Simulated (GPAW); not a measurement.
# ZrSe3 (P2_1/m): G0W0 with GPAW, start to end, part 2 of 2

Wanted: ground state, empty states, screening and self-energy for ZrSe3 (P2_1/m).

GPAW 26.7.0; LDA and many-body steps on it, plane waves. Known limits of the many-body steps: not at the basis limit; no spin-orbit coupling; coarse k mesh.

So far. Step 2 (Ground state): The gap is indirect, with the least direct gap 0.29 eV higher. Step 3 (Empty states on the mesh, 2×4×2 mesh, 318 bands): On this mesh the gap is 0.308 eV.

### Step 4. Screening and self-energy, 2×4×2 mesh, 308 bands, screening to 80 eV

Now the one-shot GW correction: screening in the RPA, then the self-energy of the levels asked for.

This step: G0W0 on LDA, plane waves, PAW.

run.py reads:

```python
import json
import numpy as np
from gpaw.mpi import world
from gpaw.response.g0w0 import G0W0

gw = G0W0('full.gpw',
    filename='gw',
    kpts=[0, 1, 6],
    bands=(28, 32),
    ecut=80,
    nbands=308,
    integrate_gamma='WS',
    ppa=True)
gw.calculate()
res = {mode: {k: v for k, v in r.items() if k != 'sigma_eskwn'}
       for mode, r in gw.all_results.items()}

if world.rank == 0:
    with open('result.json', 'w') as f:
        json.dump(res, f, default=lambda x: x.tolist())
```

Run with:

```
> mpirun -n 12 gpaw python run.py
```

Numbers of over 12 decimals in the logs are rounded to 6 here.

Output:

```text
Using integrator: PointIntegrator
FrequencyGridDescriptor(from 0.000+0.000j to 0.000+27.211j eV, 2 points)
Nonperiodic BCs:  [False False False]
Using integrator: PointIntegrator
FrequencyGridDescriptor(from 0.000+0.000j to 0.000+27.211j eV, 2 points)
Nonperiodic BCs:  [False False False]
  ___  _ _ _
 |   || | | |
 | | || | | |
 |__ ||_____|
 |___|

BZ k-points: Symmetries present (total): 2

  [... matrices ...]
16 k-points: 2 x 4 x 2 Monkhorst-Pack grid + [1/4,1/8,1/4]
12 k-points in the irreducible part of the Brillouin zone
       k-points in crystal coordinates                weights
   0:     0.00000000    0.00000000    0.00000000          1/16
   1:     0.00000000    0.00000000    0.50000000          1/16
   2:     0.00000000    0.25000000    0.00000000          2/16
   3:     0.00000000    0.25000000    0.50000000          2/16
   4:     0.00000000    0.50000000    0.00000000          1/16
   5:     0.00000000    0.50000000    0.50000000          1/16
   6:     0.50000000    0.00000000    0.00000000          1/16
   7:     0.50000000    0.00000000    0.50000000          1/16
   8:     0.50000000    0.25000000    0.00000000          2/16
   9:     0.50000000    0.25000000    0.50000000          2/16
          ...
  11:     0.50000000    0.50000000    0.50000000          1/16

Distributing spins, k-points and bands (1 x 3 x 4) over 12 processes
Number of blocks: 1

Quasi particle states:
k-points (IBZ indices): [0, 1, 6]
Band range: (28, 32)
  [... matrices ...]
Computational parameters:
Plane wave cut-off: 80 eV
Number of bands: 308
Coulomb cutoff: None
Broadening: 0.1 eV

fxc modes: GW
Kernel: RPA
Using Godby-Needs plasmon-pole approximation:
  Fitting energy: i*E0, E0 = 1.000 Hartree
Summing all q:

Calculating screened Coulomb potential
No Coulomb truncation
FrequencyGridDescriptor(from 0.000+0.000j to 0.000+27.211j eV, 2 points)
Removing empty qpoint cache files...

Calculating chi0 body with:
    Ground state adapter containing:
    Number of spins: 1
    Number of kpoints: 16
    Number of irreducible kpoints: 12
    Number of completely occupied states: 30
    Number of partially occupied states: 30
    Occupied states memory: 11.865234375 M / cpu

    Linear response parametrization:
    q_c: [0.0, 0.0, 0.0]
    Number of frequency points: 2
    Planewave cutoff: 80.0
    Number of bands: 308
    Number of planewaves: 301
    Broadening (eta): 1e-06
    comm.size: 12
    kncomm.size: 12
    blockcomm.size: 1

    Memory estimate of potentially large arrays:
        chi0_wGG: 2.764923 M / cpu
Integrating chi0 body.

Symmetries of q_c:
    Direct symmetries (Uq -> q): 2
    Indirect symmetries (TUq -> q): 0
In total 2 allowed symmetries.

  [... matrices ...]
12 groups of equivalent kpoints. 25.0% reduction.

Integral kind: response function
Integrating chi0 head and wings.

Symmetries of q_c:
    Direct symmetries (Uq -> q): 2
    Indirect symmetries (TUq -> q): 0
In total 2 allowed symmetries.

  [... matrices ...]
12 groups of equivalent kpoints. 25.0% reduction.

Integral kind: response function wings

Calculating chi0 body with:
    Ground state adapter containing:
    Number of spins: 1
    Number of kpoints: 16
    Number of irreducible kpoints: 12
    Number of completely occupied states: 30
    Number of partially occupied states: 30
    Occupied states memory: 11.865234375 M / cpu

    Linear response parametrization:
[... the further q-points ...]

Results:
f:      Occupation numbers
eps:     KS-eigenvalues [eV]
vxc:     KS vxc [eV]
exx:     Exact exchange [eV]
sigma:   Self-energies [eV]
dsigma:  Self-energy derivatives
Z:       Renormalization factors
qp:      QP-energies [eV]

k-point 0 (0): (0.000, 0.000, 0.000)                GW
band       f     eps     vxc     exx   sigma  dsigma       Z      qp
                                                                   GW
  28   1.000   5.994 -16.161 -17.461   1.458  -0.268   0.789   6.118
  29   1.000   6.112 -16.287 -18.012   1.798  -0.268   0.789   6.169
  30   0.000   6.759 -14.714  -9.804  -3.923  -0.265   0.791   7.539
  31   0.000   7.127 -15.443  -9.837  -4.385  -0.271   0.787   8.088

k-point 1 (1): (0.000, 0.000, 0.500)                GW
band       f     eps     vxc     exx   sigma  dsigma       Z      qp
                                                                   GW
  28   1.000   5.965 -16.099 -17.443   1.488  -0.268   0.789   6.079
  29   1.000   6.016 -16.157 -17.867   1.787  -0.268   0.788   6.077
  30   0.000   6.600 -14.560  -9.426  -4.099  -0.263   0.792   7.421
  31   0.000   7.294 -15.564 -10.032  -4.333  -0.272   0.786   8.236

k-point 2 (6): (0.500, 0.000, 0.000)                GW
band       f     eps     vxc     exx   sigma  dsigma       Z      qp
                                                                   GW
  28   1.000   5.746 -15.976 -17.768   1.786  -0.269   0.788   5.742
  29   1.000   5.818 -16.058 -17.760   1.718  -0.268   0.789   5.831
  30   0.000   6.419 -15.009 -11.282  -2.839  -0.269   0.788   7.118
  31   0.000   6.759 -15.332 -11.299  -3.044  -0.271   0.787   7.537
```

It took 3.1 min on 12 MPI ranks of Intel Xeon Platinum 8375C at 2.90GHz (Ice Lake), shared host; peak memory 5.8 GiB.

This step gave:

```
G0W0 gap on the points computed              : 0.9488 eV
least direct G0W0 gap on the computed points : 1.288 eV
Z at the valence top                         : 0.7887
Z at the conduction bottom                   : 0.7877
starting gap on the mesh                     : 0.3077 eV
k of the valence top                         : 0, 0, 0
k of the conduction bottom                   : 0.5, 0, 0
```

The gap on the mesh goes from 0.31 eV to 0.95 eV, a correction of +0.64 eV.

Limits: finite bands, cutoff and mesh; no spin-orbit coupling; coarse k mesh. v1 is the top filled band, c1 the lowest empty one. The levels before and after the correction (eV, zero at the valence-band top of each column):

|  | conduction bottom | valence top |
| --- | --- | --- |
| Kohn-Sham | 0.31 | 0.00 |
| G0W0 | 0.95 | 0.00 |

|  | level | energy (eV) |
| --- | --- | --- |
| Kohn-Sham | Γ v2 | -0.118 |
| Kohn-Sham | Γ v1 | 0.000 |
| Kohn-Sham | Γ c1 | 0.647 |
| Kohn-Sham | Γ c2 | 1.016 |
| Kohn-Sham | (0.5 0 0) v2 | -0.365 |
| Kohn-Sham | (0.5 0 0) v1 | -0.293 |
| Kohn-Sham | (0.5 0 0) c1 | 0.308 |
| Kohn-Sham | (0.5 0 0) c2 | 0.647 |
| G0W0 | Γ v2 | -0.051 |
| G0W0 | Γ v1 | 0.000 |
| G0W0 | Γ c1 | 1.370 |
| G0W0 | Γ c2 | 1.918 |
| G0W0 | (0.5 0 0) v2 | -0.427 |
| G0W0 | (0.5 0 0) v1 | -0.339 |
| G0W0 | (0.5 0 0) c1 | 0.949 |
| G0W0 | (0.5 0 0) c2 | 1.367 |

### Step 5. Where the time went

Times are wall times on 12 MPI ranks of Intel Xeon Platinum 8375C at 2.90GHz (Ice Lake), shared host, good to a factor of about two.

| step | time | share | memory (GiB) |
| --- | --- | --- | --- |
| ground state | 1.7 min | 26 % | 2.3 |
| empty states on the mesh | 1.8 min | 27 % | 15 |
| screening and self-energy | 3.1 min | 47 % | 5.8 |

### Step 6. Summary of results

```json
{"LDA gap": "0.29 eV, indirect", "G0W0 gap on the mesh": "0.95 eV", "GW settings": "2×4×2 mesh, 308 bands, screening to 80 eV, Godby-Needs plasmon pole", "known limits": "not at the basis limit; no spin-orbit coupling; coarse k mesh"}
```

G0W0 moves the gap on the mesh from 0.31 eV to 0.95 eV (+0.64 eV), with Z of 0.79 and 0.79 at the edges. Only 3 of the mesh's irreducible points were corrected, so a valley elsewhere could overtake. The dearest step here is «screening and self-energy». Bands and cutoff are finite, so the gap is not at the basis limit. The miss can reach some tenths of an eV and take either sign; the mesh is an error of its own. These stock PAW sets were not made for GW; the filled d or f shell of Se lies in the frozen core, which bears on start and correction. In the G0W0 run levels were corrected at 3 k points alone, so a gap called «on the mesh» is the least over those, and an edge elsewhere would be missed. The 2×4×2 mesh is coarse for this cell, which bears on the long-range parts of exchange and screening. The many-body steps are scalar-relativistic: spin-orbit coupling is not in them.

[Paths, hosts, dates, memory and timing lines, banners, echoed tables and standing remarks are left out of the program output.]

[Logs are printed without paths, hosts, clocks, repeated set-up lines and the standing remarks that a program may print on its own settings, such as how far it seeks lower states.]

[Runs of the session that timed out or met a known fault of the program may be left out.]

[Hosts, paths, dates, database ids (printed as entryN), source tags and the programs' standing remarks are cut or masked in the printed files.]
